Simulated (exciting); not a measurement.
# Electron–core-hole interaction in the N K spectrum of LiGeN, part 3 of 3

Wanted: the near-edge spectrum and the bound core excitons at the N K edge of LiGeN.

exciting sodium; X-ray absorption, core-level Bethe-Salpeter equation, exchange and statically screened direct term, Tamm-Dancoff, all-electron LAPW+lo LDA.

So far. Step 5 (Independent particles): Maxima (height): 3.9 eV (0.69), 4.8 eV (0.68), 6.4 eV (0.82), 10.0 eV (0.66) and 11.4 eV (0.98); 3 lower ones aren't listed. Against the singlet run the r.m.s. difference is 55 %. The highest maximum lies at 11.4 eV (0.98), against 0.1 eV (1.00). Step 6 (Exchange alone): Maxima (height): 3.9 eV (0.66), 4.8 eV (0.65), 6.4 eV (0.81), 10.0 eV (0.66) and 11.4 eV (1.02); 3 lower ones aren't listed. The spectrum differs from the independent-particle run by 5 % r.m.s.

**7. Local-field cutoff (continued)**

Against the singlet run the r.m.s. difference is 5 %. The highest maximum lies at 0.0 eV (1.09), against 0.1 eV (1.00). The kernels miss the short-range part of the Coulomb interaction, its components above their cutoff.

```
E (eV)  first run  this run
  -5.0       0.02      0.02
  -4.0       0.03      0.04
  -3.0       0.05      0.06
  -2.0       0.10      0.11
  -1.0       0.37      0.42
   0.0       1.00      1.08
   1.0       0.81      0.86
   2.0       0.97      1.01
   3.0       0.83      0.84
   4.0       0.73      0.73
   5.0       0.70      0.69
   6.0       0.60      0.58
   7.0       0.45      0.44
   8.0       0.46      0.44
   9.0       0.48      0.47
  10.0       0.52      0.50
  11.0       0.42      0.38
  12.0       0.22      0.20
  13.0       0.18      0.17
  14.0       0.18      0.17
  15.0       0.19      0.18
```

**8. Coarser mesh**

Changed against the first singlet run: k mesh from 5×5×2 to 4×4×1.

The input, input.xml:

```
<input>
  <title>LiGeN</title>
  <structure speciespath="." autormt="false" epslat="1.0e-5">
    <crystal>
      <basevect>5.6926271065 0.0000000000 0.0000000000</basevect>
      <basevect>-2.8463135532 4.9299596885 0.0000000000</basevect>
      <basevect>0.0000000000 0.0000000000 17.8001977489</basevect>
    </crystal>
    <species speciesfile="Ge.xml" rmt="2.127">
      <atom coord="0.0000000000 0.0000000000 0.9980230000"/>
      <atom coord="0.0000000000 0.0000000000 0.4980230000"/>
    </species>
    <species speciesfile="N.xml" rmt="1.542">
      <atom coord="0.6666666667 0.3333333333 0.1032230000"/>
      <atom coord="0.3333333333 0.6666666667 0.6032230000"/>
    </species>
    <species speciesfile="Li.xml" rmt="2.236">
      <atom coord="0.3333333333 0.6666666667 0.2433920000"/>
      <atom coord="0.6666666667 0.3333333333 0.7433920000"/>
    </species>
  </structure>
  <groundstate do="skip" xctype="LDA_PW" ngridk="5 5 2" rgkmax="7" gmaxvr="14" nempty="8" swidth="0.001" maxscl="100" epsengy="1e-5"/>
  <xs xstype="BSE" ngridk="4 4 1" ngridq="4 4 1" vkloff="0.097 0.273 0.493" rgkmax="7" nempty="31" gqmax="3" lmaxapwwf="5" lmaxemat="2" broad="0.01654" tevout="true">
    <energywindow intv="13.318 14.935" points="439"/>
    <screening screentype="full" nempty="53"/>
    <BSE xas="true" xasspecies="2" xasatom="1" xasedge="K" bsetype="singlet" nstlxas="1 27"/>
    <qpointset>
      <qpoint>0 0 0</qpoint>
    </qpointset>
    <plan>
      <doonly task="xsgeneigvec"/>
      <doonly task="writepmatxs"/>
      <doonly task="scrgeneigvec"/>
      <doonly task="scrwritepmat"/>
      <doonly task="screen"/>
      <doonly task="scrcoulint"/>
      <doonly task="exccoulint"/>
    </plan>
  </xs>
</input>
```

The input, input.xml for the last start (plan only):

```
  <plan>
    <doonly task="bse"/>
  </plan>
```

The run is started by

```console
> OMP_NUM_THREADS=1 mpirun -n 4 exciting
> OMP_NUM_THREADS=4 exciting
```

Numbers of over 12 decimals in the logs are rounded to 6 here.

Output:

```text
| EXCITING SODIUM started for task xsgeneigvec ( 301)                          =
One-shot GS runs for BSE calculations
One-shot GS runs for k+qmt/2 grids
Info(xsgeneigvec): Generating eigenvectors for Q-point      1
Info(xsgeneigvec): Generation of eigenvectors finished
| EXCITING SODIUM started for task writepmatxs ( 320)                          =
Info(writepmatxs): Momentum matrix elements finished
| EXCITING SODIUM started for task scrgeneigvec ( 401)                         =
One-shot GS runs for BSE calculations
One-shot GS runs for k+qmt/2 grids
[...]
Info(setup_bse_block): Setting up RR part of hamiltonian
Info(setup_bse_block): Singlet spin state
Info(bse): Diagonalizing RR Hamiltonian (TDA)
Info(bse): Invoking Lapack routine ZHEEVR
       864 eigen solutions found in the interval:
         i1=       1 i2=     864
Info(bse): Writing excition energies and oscillator strengths to text file.
Info(makespectrum_dist): Making spectrum using formula for coupling with time reversed AR basis.
Info(makespectrum_dist): Using formalism for vanishing momentum transfer.
Info(writederived): Writing quantities derived from the macroscopic dielectric function.
Info(bselauncher): Spectrum finished for iqmt=  1
Info(bselauncher): All done for BSE type singlet
```

The job ended after 3.9 min (4 MPI ranks of Arm Neoverse V2, shared host).

These settings are cheaper. The spectrum differs from the singlet run by 8 % r.m.s. The highest maximum lies at 2.2 eV (1.10), against 0.1 eV (1.00). The first bright state moves from -0.59 to -0.53 eV. The lowest bare transition of this run lies at 0.43 eV, against 0.00. A coarse mesh samples few band energies, and it inflates the long-range part of the attraction.

```
E (eV)  first run  this run
  -5.0       0.02      0.02
  -4.0       0.03      0.03
  -3.0       0.05      0.05
  -2.0       0.10      0.11
  -1.0       0.37      0.39
   0.0       1.00      1.05
   1.0       0.81      0.75
   2.0       0.97      1.06
   3.0       0.83      0.88
   4.0       0.73      0.76
   5.0       0.70      0.72
   6.0       0.60      0.61
   7.0       0.45      0.51
   8.0       0.46      0.47
   9.0       0.48      0.46
  10.0       0.52      0.51
  11.0       0.42      0.42
  12.0       0.22      0.19
  13.0       0.18      0.16
  14.0       0.18      0.26
  15.0       0.19      0.15
```

**9. The levels of theory side by side**

```
  level  curve passes 0.15 (eV)  highest maximum (eV)  its height
     IP                    -0.1                  11.4        0.98
    RPA                     0.0                  11.4        1.02
singlet                    -1.6                   0.1        1.00
```

```
E (eV)    IP   RPA  singlet
  -5.0  0.01  0.01     0.02
  -4.0  0.02  0.02     0.03
  -3.0  0.02  0.02     0.05
  -2.0  0.03  0.03     0.10
  -1.0  0.06  0.05     0.37
   0.0  0.19  0.17     1.00
   1.0  0.44  0.41     0.81
   2.0  0.40  0.37     0.97
   3.0  0.63  0.58     0.83
   4.0  0.68  0.65     0.73
   5.0  0.67  0.65     0.70
   6.0  0.77  0.75     0.60
   7.0  0.64  0.65     0.45
   8.0  0.57  0.57     0.46
   9.0  0.49  0.50     0.48
  10.0  0.66  0.66     0.52
  11.0  0.78  0.78     0.42
  12.0  0.64  0.70     0.22
  13.0  0.38  0.40     0.18
  14.0  0.28  0.29     0.18
  15.0  0.27  0.29     0.19
```

**10. What came out**

| Quantity | Value |
| --- | --- |
| absorber and edge | N K, atom 3 |
| surroundings | 3 Ge at 2.00 Å and 3 Li at 2.18 Å (distorted octahedral, site symmetry 3m) |
| first bright state | -0.59 eV from the Kohn–Sham onset, on this mesh |
| highest maximum | 0.1 eV |
| cost of the BSE run | 15 min on 4 MPI ranks of Arm Neoverse V2, shared host; the last task ran on as many threads |

In words: Is a core exciton bound? Yes on this mesh: the first bright state (over 5 % of the brightest) lies at -0.59 eV from the Kohn–Sham onset. Changing the cutoff of the screened term (bohr⁻¹) from 3 to 4 alters the spectrum by 5 % r.m.s. Exchange alone changes the independent-particle spectrum by 5 % r.m.s. With 50 k points the binding energies are rough, and fine structure above the first lines is partly noise of the mesh. Exchange and the short-range direct term aren't converged in the kernel cutoff. The zero comes from the shifted mesh, which comes near the band minimum without meeting it. The Kohn–Sham onset, 374 eV, is no photon energy: the scale needs a rigid shift. No quasiparticle correction widens the gap or stretches the bands. Vibrations and energy-dependent lifetimes are left out. The structure is a Materials Project entry, computed there, and may be a hypothetical form.

[Banner, clock and machine lines of the logs are left out without a mark of their own.]

[Logs are printed without paths, hosts, clocks, repeated set-up lines and the standing remarks that a program may print on its own settings, such as how far it seeks lower states.]

[Hosts, paths, dates, database ids (printed as entryN), source tags and the programs' standing remarks are cut or masked in the printed files.]
